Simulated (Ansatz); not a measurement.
# An extra electron or hole in glassy 77ZrO2-23SiO2 (mol %) (90 atoms), part 2 of 4

Aim: add and remove one electron in glassy 77ZrO2-23SiO2 (mol %) (90 atoms), with atoms held and relaxed, and read trapping energy and localisation.

Ansatz 0.2.0; Kohn-Sham DFT, PBEsol, PAW (set soft_1), plane waves; PAW set soft_1.

The cell: 23 Zr, 7 Si and 60 O. The quench rate of 50 K/ps is many orders above laboratory rates. The starting topology of bonds comes from the classical model. Only the Γ point is sampled, in a cell whose shortest periodic width is 11 Å.

So far. Step 2 (Single point at the start): The r.m.s. force at the start is 0.76 eV/Å. Step 3 (Relaxation): The relaxation converged after 11 steps, 3.61 eV below its start, with a largest force component of 0.014 eV/Å.

## Step 4: Single point at the relaxed geometry

The electronic structure is read at the final geometry, in a run of its own.

Input file input.yaml:

```yaml
crystal:
  lattice:
    - [10.55091, 0.0, 0.0]
    - [0.0, 10.55091, 0.0]
    - [0.0, 0.0, 10.55091]
  atoms:
    - { symbol: Zr, position: [0.12827, 0.67933, 0.19418] }
    - { symbol: Zr, position: [0.9727, 0.20195, 0.32116] }
    - { symbol: Zr, position: [0.27598, 0.51626, 0.49668] }
    - { symbol: Zr, position: [0.43034, 0.66429, 0.27531] }
    - { symbol: Zr, position: [0.07795, 0.9955, 0.10842] }
    - { symbol: Zr, position: [0.6413, 0.58781, 0.51954] }
    [... 78 atom lines left out ...]
    - { symbol: O, position: [0.28006, 0.773, 0.85181] }
    - { symbol: O, position: [0.92062, 0.36549, 0.91333] }
    - { symbol: O, position: [0.23259, 0.94711, 0.49517] }
    - { symbol: O, position: [0.5336, 0.5096, 0.68419] }
    - { symbol: O, position: [0.37234, 0.93397, 0.68466] }
    - { symbol: O, position: [0.08865, 0.99844, 0.76578] }
kpoints:
  mp_grid: { grid: [1, 1, 1] }
hamiltonian:
  xc: pbesol
  pseudopotentials: { kind: paw, azcp: { folder: soft_1 }, xc_functional: pbe }
scf:
  occupations: { method: fixed }
output:
  forces: true
  stress: true
  populations: true
  dos:
    method: { smearing: { sigma: 0.1 } }
    de: 0.1
    projected: { site_lists: { O: [O], Si: [Si], Zr: [Zr] } }
  eigenvalues: true
  write_density: true
  write_potential: true
  volumetric_format: npy
  elf: true
```

The run is started by

```console
> ansatz run input.yaml --threads 4 --pin off --max-ram 8192MiB --backend cpu --events-out ev --progress --plain --runs-dir out
```

Log:

```text
[...]
Crystal: 90 atoms, lattice volume = 1174.545 Å³
Basis set: ecut = 420 eV, 22983 PW (Γ), exchange–correlation on 144×144×144 points (8 copies of the dense FFT grid, shifted against one another)
Bands: 422, of which v1, the nominal top of the filled ones, is band 332 counted from 1 (331 counted from 0)
Symmetry: 1 space group operations
[...]
k-points: 1
[...]
SCF iter   1: F=—  HF=-133121.991038 eV  |F-HF|=—  |Δ(HF+E_count)|=         —  Δρ=6.35e-2  dr2=1.13e2  ethr=3.10e-3  ⟨swp⟩=5.0  Hψ=1304  notcnv=0  defer=88
[...]
SCF iter  14: F=-133094.573974 eV  HF=-133094.573974 eV  |F-HF|=2.85e-8  |Δ(HF+E_count)|=   4.06e-7  Δρ=2.44e-6  dr2=8.90e-8  ethr=1.51e-11  ⟨swp⟩=20.0  Hψ=3822  notcnv=0
SCF 1 converged in 14 iterations: F = -133094.573974 eV  dr2 = 8.90e-8
[...]
SCF converged after 14 iterations
Free energy (F): -133094.573974 eV
[...]
Internal energy: -133094.573974 eV  (E = F + TS)
E sigma→0 (E₀):  -133094.573974 eV
Fermi energy:    7.278121 eV
[...]
--- Forces (eV/Å), atoms counted from 1 ---
  atom   1  Zr     0.00337687    -0.00041663     0.00559596
  atom   2  Zr    -0.01191370    -0.00634846     0.00542261
  atom   3  Zr     0.00125763     0.00770942     0.00394613
  atom   4  Zr     0.00297576     0.00299206     0.00056641
  atom   5  Zr    -0.01256729    -0.00301879    -0.00042186
  atom   6  Zr     0.00219220    -0.00089823    -0.00136199
  atom   7  Zr    -0.00310585     0.00655884    -0.00351185
  atom   8  Zr    -0.00844171     0.00084469    -0.00733968
  atom   9  Zr    -0.00359506    -0.00098858     0.00216331
  atom  10  Zr    -0.00389385    -0.00163185    -0.00701035
  atom  11  Zr     0.00162084     0.00444398     0.00049209
  atom  12  Zr     0.00395983     0.00587881     0.00317254
  atom  13  Zr     0.00596960    -0.00211457    -0.00557339
  atom  14  Zr    -0.00115091     0.00336281     0.00210794
[...]
atom  89  O      0.00212051     0.00161725     0.00149386
  atom  90  O      0.00155239     0.00023355     0.00045805
  max |Σ_I F_I| component: 2.08e-4 eV/Å
--- Stress (GPa, compression-positive) ---
       -0.457323       1.193631       1.550799
        1.193632      -2.255595       0.939150
        1.550799       0.939150      -1.958395
  P = ⅓ Tr σ = -1.5571 GPa (-15.571 kbar)
--- Band table (eV) ---
[...]
--- Löwdin populations: 90 sites ---
  site symbol       q [e]
     0     Zr     10.5695
     1     Zr     10.4977
     2     Zr     10.4746
[...]
89      O      6.6139
  spilling = 0.005968 (of n_electrons = 664.000000)
```

The job ended after 33 s (4 threads of Arm Neoverse V1, shared host; peak memory 1.6 GiB).

Numbers from this run:

* free energy: -133094.5740 eV
* free energy per atom: -1478.8286 eV/atom
* SCF cycles: 14
* pressure: -1.557 GPa
* r.m.s. force component: 0.00402 eV/Å
* longest force: 0.01752 eV/Å
* Fermi energy: 7.278 eV
* gap (highest filled to lowest empty level): 3.758 eV
* spilling of the projection: 0.005968

Löwdin charges by element and coordination (they lack the spilled electrons, 0.044 e an atom on average):

| element | coordination | atoms | mean charge (e) | spread | least | most |
| --- | --- | --- | --- | --- | --- | --- |
| O | all | 60 | -0.679 | 0.0425 | -0.754 | -0.585 |
| O | 2 | 14 | -0.679 | 0.0505 | -0.749 | -0.585 |
| O | 3 | 40 | -0.68 | 0.0414 | -0.754 | -0.602 |
| O | 4 | 6 | -0.676 | 0.0249 | -0.725 | -0.651 |
| Si | all | 7 | 1.59 | 0.0251 | 1.56 | 1.63 |
| Zr | all | 23 | 1.46 | 0.0354 | 1.39 | 1.53 |
| Zr | 5 | 4 | 1.48 | 0.0319 | 1.44 | 1.53 |
| Zr | 6 | 10 | 1.46 | 0.0396 | 1.40 | 1.52 |
| Zr | 7 | 8 | 1.45 | 0.0294 | 1.39 | 1.50 |
| Zr | 8 | 1 | 1.48 | 0 | 1.48 | 1.48 |

Density of states as counts of states in windows of 1 eV (from the Fermi level), total and the larger projections:

| from (eV) | to (eV) | total | O p | Zr d |
| --- | --- | --- | --- | --- |
| -10 | -9 | 0.0 | 0.0 | 0.0 |
| -9 | -8 | 1.6 | 1.0 | 0.0 |
| -8 | -7 | 2.3 | 1.5 | 0.1 |
| -7 | -6 | 9.9 | 6.3 | 0.8 |
| -6 | -5 | 13.3 | 9.4 | 1.7 |
| -5 | -4 | 43.8 | 31.2 | 7.8 |
| -4 | -3 | 69.6 | 52.3 | 13.1 |
| -3 | -2 | 72.5 | 59.2 | 9.3 |
| -2 | -1 | 82.2 | 72.5 | 6.3 |
| -1 | 0 | 63.6 | 59.2 | 2.7 |
| 0 | 1 | 1.2 | 1.1 | 0.0 |
| 1 | 3 | 0.0 | 0.0 | 0.0 |
| 3 | 4 | 8.3 | 1.0 | 6.8 |
| 4 | 5 | 55.1 | 6.2 | 44.6 |

With fixed occupations the program's Fermi level is the highest filled level; weight inside the gap is the broadening of levels at its edges.

Between -26 and -10 eV lie 228 more states.

The levels nearest the highest filled one (over half full), pooled over k-points and spins:

| level less the highest filled one (eV) | occupation |
| --- | --- |
| -0.358 | 2 |
| -0.323 | 2 |
| -0.309 | 2 |
| -0.180 | 2 |
| -0.139 | 2 |
| 0 | 2 |
| 3.76 | 0 |
| 3.87 | 0 |
| 3.88 | 0 |
| 3.95 | 0 |
| 4.03 | 0 |
| 4.07 | 0 |

Electrostatic potential energy in the bc plane at fractional x = 0.079, with atoms of Zr and Si and O within 0.2 Å of it. With pseudopotentials it is smooth inside the atoms' cores, unlike the true potential.

Ten even steps from '0' (-39 eV) to '9' (14 eV), each cell a mean:
```
888411599863246899999999889998
999866899988788999999999999999
998778899999999999999999999999
888667899999999999999999999999
247777887799999999999868999973
037888831269999999999877889951
369999830159999999999998888874
999999975589999999999998877899
999999999999999999999998888899
999999999999999999999997678999
999999999999999999999983127889
899999999999999999999984125567
799999999779999999999998653223
689999999789999999999999862542
789988889999999999999999973224
899987778999999999999999974567
999887778999999999888889721279
999877888999999998754468721379
788878899999999998510037876787
136899999998899998400037898742
003799999876668898742368888500
003799998741015888877786346400
025756898610002788889983014630
577301498620003788999985237876
```
Columns run along b (10.6 Å; values clipped at the 3rd and 97th percentile), rows up along c (10.6 Å). Atoms in or near the plane, at fractional coordinates: Zr at (0.00, 0.11), Si at (0.92, 0.43), O at (0.28, 0.73), O at (0.15, 0.00), O at (0.82, 0.05), O at (0.87, 0.28), O at (0.00, 0.77).

ELF in the bc plane at fractional x = 0.079, with atoms of Zr and Si and O within 0.2 Å of it. It is the smooth field of the valence electrons, not physical close to the nuclei.

Ten even steps from '0' (0.00) to '9' (0.81), each cell a mean:
```
037978971025762147741026886200
014788740001100012210001221000
311122210000000000001222100013
862221023210000000025787410268
895211389863000000047999721599
598202897896200000037999611697
998304996796101231014776201389
874103899983015775200221001147
221001467530047998410012321002
000000001000047997410268986200
000000012331014665200599898511
332100147886201221001699899522
654300269999510000000378997314
765300159998510000000013442224
442100015786300022210000246423
110111100232000257642003699973
002443110000000378742005997984
015886310000000256445523998994
114898520000000012379962589842
862355310000011100489961112258
696111000012321111257633652387
486244310169983135531159997485
974799951498696258972179679469
326967981289896269972169999413
```
Columns run along b (10.6 Å), rows up along c (10.6 Å). Atoms in or near the plane, at fractional coordinates: Zr at (0.00, 0.11), Si at (0.92, 0.43), O at (0.28, 0.73), O at (0.15, 0.00), O at (0.82, 0.05), O at (0.87, 0.28), O at (0.00, 0.77).

Between filled and empty levels lie 3.76 eV (at Γ alone); a semilocal functional tends to put such gaps too low. In a disordered cell it changes from sample to sample, and tail or defect levels can set it. Mean Löwdin charges: O -0.68, Si +1.59, Zr +1.46 e (they miss 0.60 % of the electrons, so they add up to more than the cell's charge). The largest share in the top eV of filled states is O p (94 % of the projected weight), and in the lowest eV of empty states Zr d (83 % of the projected weight).

## Step 5: An extra electron, atoms held

The electron count changes by one with the atoms held: a vertical process, on a uniform background, with spin and a narrow Fermi–Dirac smearing. Its energy against the neutral cell hangs on the program's zero of potential.

Input file input.yaml:

```yaml
crystal:
  lattice:
    - [10.55091, 0.0, 0.0]
    - [0.0, 10.55091, 0.0]
    - [0.0, 0.0, 10.55091]
  atoms:
    [... the 90 atom lines of step 4 ...]
total_charge: -1
kpoints:
  mp_grid: { grid: [1, 1, 1] }
hamiltonian:
  xc: pbesol
  pseudopotentials: { kind: paw, azcp: { folder: soft_1 }, xc_functional: pbe }
scf:
  occupations: { method: fermi_dirac, width: 0.01 }
  lower_state_search: "off"
output:
  forces: true
  stress: true
  populations: true
  dos:
    method: { smearing: { sigma: 0.1 } }
    de: 0.1
    projected: { site_lists: { O: [O], Si: [Si], Zr: [Zr] } }
  eigenvalues: true
  write_density: true
  write_potential: true
  volumetric_format: npy
magnetization:
  spin_polarized: true
  initial_magnetization: 1
```

Log:

```text
[...]
Crystal: 90 atoms, lattice volume = 1174.545 Å³
Basis set: ecut = 420 eV, 22983 PW (Γ), exchange–correlation on 144×144×144 points (8 copies of the dense FFT grid, shifted against one another)
Bands: 423, of which v1, the nominal top of the filled ones, is band 333 counted from 1 (332 counted from 0)
Symmetry: 1 space group operations
[...]
k-points: 1
[...]
Starting moments: Σ|m| = 1 μB on 90 of 90 sites
[...]
SCF iter   1: F=—  HF=-133110.369569 eV  |F-HF|=—  |Δ(HF+E_count)|=         —  Δρ=3.14e-2 (↑3.14e-2 ↓3.12e-2)  dr2=1.13e2  dr2_m=9.10e-2  M=1.000 μB ∫|m|=1.053 μB  β_m=1.00  ethr=3.10e-3  ⟨swp⟩=6.0  Hψ=3106  notcnv=0  defer=140
[...]
spin=Collinear: Resta preconditioning applied to the charge; magnetization (m = ρ↑ − ρ↓) channel mixes plain (no charge-response kernel on spin).
SCF iter   2: F=—  HF=-133097.024492 eV  |F-HF|=—  |Δ(HF+E_count)|=         —  Δρ=2.22e-2 (↑2.22e-2 ↓2.22e-2)  dr2=5.36e1  dr2_m=1.51e-2  M=1.000 μB ∫|m|=1.078 μB  β_m=0.30  ethr=3.10e-3  ⟨swp⟩=3.0  Hψ=1349  notcnv=0  defer=165
[...]
SCF iter   7: F=—  HF=-133083.441118 eV  |F-HF|=—  |Δ(HF+E_count)|=   2.34e-2  Δρ=1.48e-3 (↑1.48e-3 ↓1.44e-3)  dr2=1.01e-1  dr2_m=7.01e-3  M=0.964 μB ∫|m|=1.030 μB  β_m=0.30  ethr=5.68e-5  ⟨swp⟩=4.0  Hψ=1009  notcnv=0  defer=151
[...]
spin-set hold released at iteration 7 (site moments contracting): the magnetisation degrees of freedom join the quasi-Newton model from the next iteration; the mixer history was flushed
SCF iter   8: F=—  HF=-133083.456577 eV  |F-HF|=—  |Δ(HF+E_count)|=   1.55e-2  Δρ=1.21e-3 (↑1.21e-3 ↓1.09e-3)  dr2=6.75e-2  dr2_m=4.80e-3  M=0.975 μB ∫|m|=1.049 μB  β_m=0.65  ethr=1.52e-5  ⟨swp⟩=3.0  Hψ=726  notcnv=0  defer=151
SCF iter   9: F=—  HF=-133083.498928 eV  |F-HF|=—  |Δ(HF+E_count)|=   4.24e-2  Δρ=6.24e-4 (↑6.24e-4 ↓3.51e-4)  dr2=2.53e-2  dr2_m=6.56e-4  M=0.998 μB ∫|m|=1.107 μB  β_m=0.59  ethr=1.01e-5  ⟨swp⟩=5.5  Hψ=1441  notcnv=0  defer=151
[...]
SCF iter  19: F=-133083.508348 eV  HF=-133083.508348 eV  |F-HF|=1.72e-9  |Δ(HF+E_count)|=   1.44e-8  Δρ=5.95e-7 (↑5.95e-7 ↓3.35e-7)  dr2=1.55e-8  dr2_m=9.38e-10  M=0.999 μB ∫|m|=1.117 μB  β_m=0.80  ethr=1.50e-11  ⟨swp⟩=8.0  Hψ=4609  notcnv=0
SCF iter  20: F=-133083.508348 eV  HF=-133083.508348 eV  |F-HF|=2.91e-10  |Δ(HF+E_count)|=   7.36e-9  Δρ=2.35e-7 (↑2.35e-7 ↓2.23e-7)  dr2=3.85e-9  dr2_m=9.02e-11  M=0.999 μB ∫|m|=1.117 μB  ethr=2.33e-12  ⟨swp⟩=5.0  Hψ=4394  notcnv=0
SCF 1 converged in 20 iterations: F = -133083.508348 eV  dr2 = 3.85e-9
[...]
SCF converged after 20 iterations
Magnetization: 0.9987 μB (332.9994 up, 332.0006 down)
Absolute magnetization: 1.1252 μB (∫|ρ↑−ρ↓|, with the PAW one-centre terms)
[...]
Per-site moments (μB) at R_I (Å): [(0.012140, 0.816888), (0.030979, 0.798611), (0.011823, 0.810663), (0.00322797, 0.845398), (0.034711, 0.818322), [...]
Free energy (F): -133083.508348 eV
[...]
Internal energy: -133083.505994 eV  (E = F + TS)
E sigma→0 (E₀):  -133083.507171 eV
Entropy (-TS):   -0.002354 eV (-0.026 meV/atom)
Fermi energy:    11.126890 eV
[...]
Σ components = -133083.508348   (vs F -133083.508348, Δ=0.00e0)
--- Forces (eV/Å), atoms counted from 1 ---
  atom   1  Zr     0.03009663    -0.13902471    -0.26899455
  atom   2  Zr    -0.02821457    -0.00841050    -0.23683689
  atom   3  Zr     0.05508226     0.22139609     0.21024069
  atom   4  Zr    -0.05195737    -0.06206455    -0.16949334
[...]
atom  90  O      0.10988455    -0.14315735    -0.21131478
  max |Σ_I F_I| component: 2.02e-5 eV/Å
--- Stress (GPa, compression-positive) ---
       -0.551995       1.226869       1.481396
        1.226870      -2.187569       0.924814
        1.481395       0.924813      -2.177532
  P = ⅓ Tr σ = -1.6390 GPa (-16.390 kbar)
--- Band table (eV) ---
[...]
--- Löwdin populations: 90 sites ---
  site symbol       q [e]    m [muB]
     0     Zr     10.5956     0.0363
     1     Zr     10.5465     0.0894
     2     Zr     10.4991     0.0316
[...]
89      O      6.6212    -0.0014
  spilling = 0.006001 (of n_electrons = 665.000000)
```

The job ended after 84 s (4 threads; peak memory 2.7 GiB; 5.5 min of CPU time).

An extra electron, atoms held: the energy stands 11.1 eV above that of the reference, with a moment of 1.00 μB.

The levels nearest the highest filled one (over half full), pooled over k-points and spins:

| level less the highest filled one (eV) | occupation |
| --- | --- |
| -3.97 | 1 |
| -3.83 | 1 |
| -3.83 | 1 |
| 0 | 0.976 |
| 0.0761 | 0.02 |
| 0.0956 | 0.003 |
| 0.111 | 0.001 |
| 0.148 | 0 |

Spin density in the bc plane at fractional x = 0.079, with atoms of Zr and Si and O within 0.2 Å of it.

Ten even steps from '0' (-0.61 × 1e-2 e/Å³) to '9' (4.32 × 1e-2 e/Å³), each cell a mean:
```
321000111124421111111111111123
221111111112211111111111111112
111112211111111111111111111111
111122211111111111111111111111
111112111111111111111111111111
011111110111111111111111111110
011111111111111111111111111111
111111111111111111111111111111
111111111111111111111111111111
111111111111111111111111111111
111111111111111111111111111111
111111111111111111111111111111
111111111111111111111111111111
111111111111111111111111111111
111122211111111111111111111111
111123211111111111111111111111
111122111111111111111111111111
111111122111111111111111111111
432111122111111111221221111112
962111112211111111231332111114
531111112221122211111221111233
233211112343233211111111001223
412210112344221111111110001137
521100111113311111111111101246
```
Columns run along b (10.6 Å), rows up along c (10.6 Å). Atoms in or near the plane, at fractional coordinates: Zr at (0.00, 0.11), Si at (0.92, 0.43), O at (0.28, 0.73), O at (0.15, 0.00), O at (0.82, 0.05), O at (0.87, 0.28), O at (0.00, 0.77).

(Part 2 of 4 ends here.)

[Long decimals in the printed logs are rounded to 6 places.]

[Logs are printed without paths, hosts, clocks, repeated set-up lines and the standing remarks that a program may print on its own settings, such as how far it seeks lower states.]

[Hosts, paths, dates, database ids (printed as entryN), source tags and the programs' standing remarks are cut or masked in the printed files.]
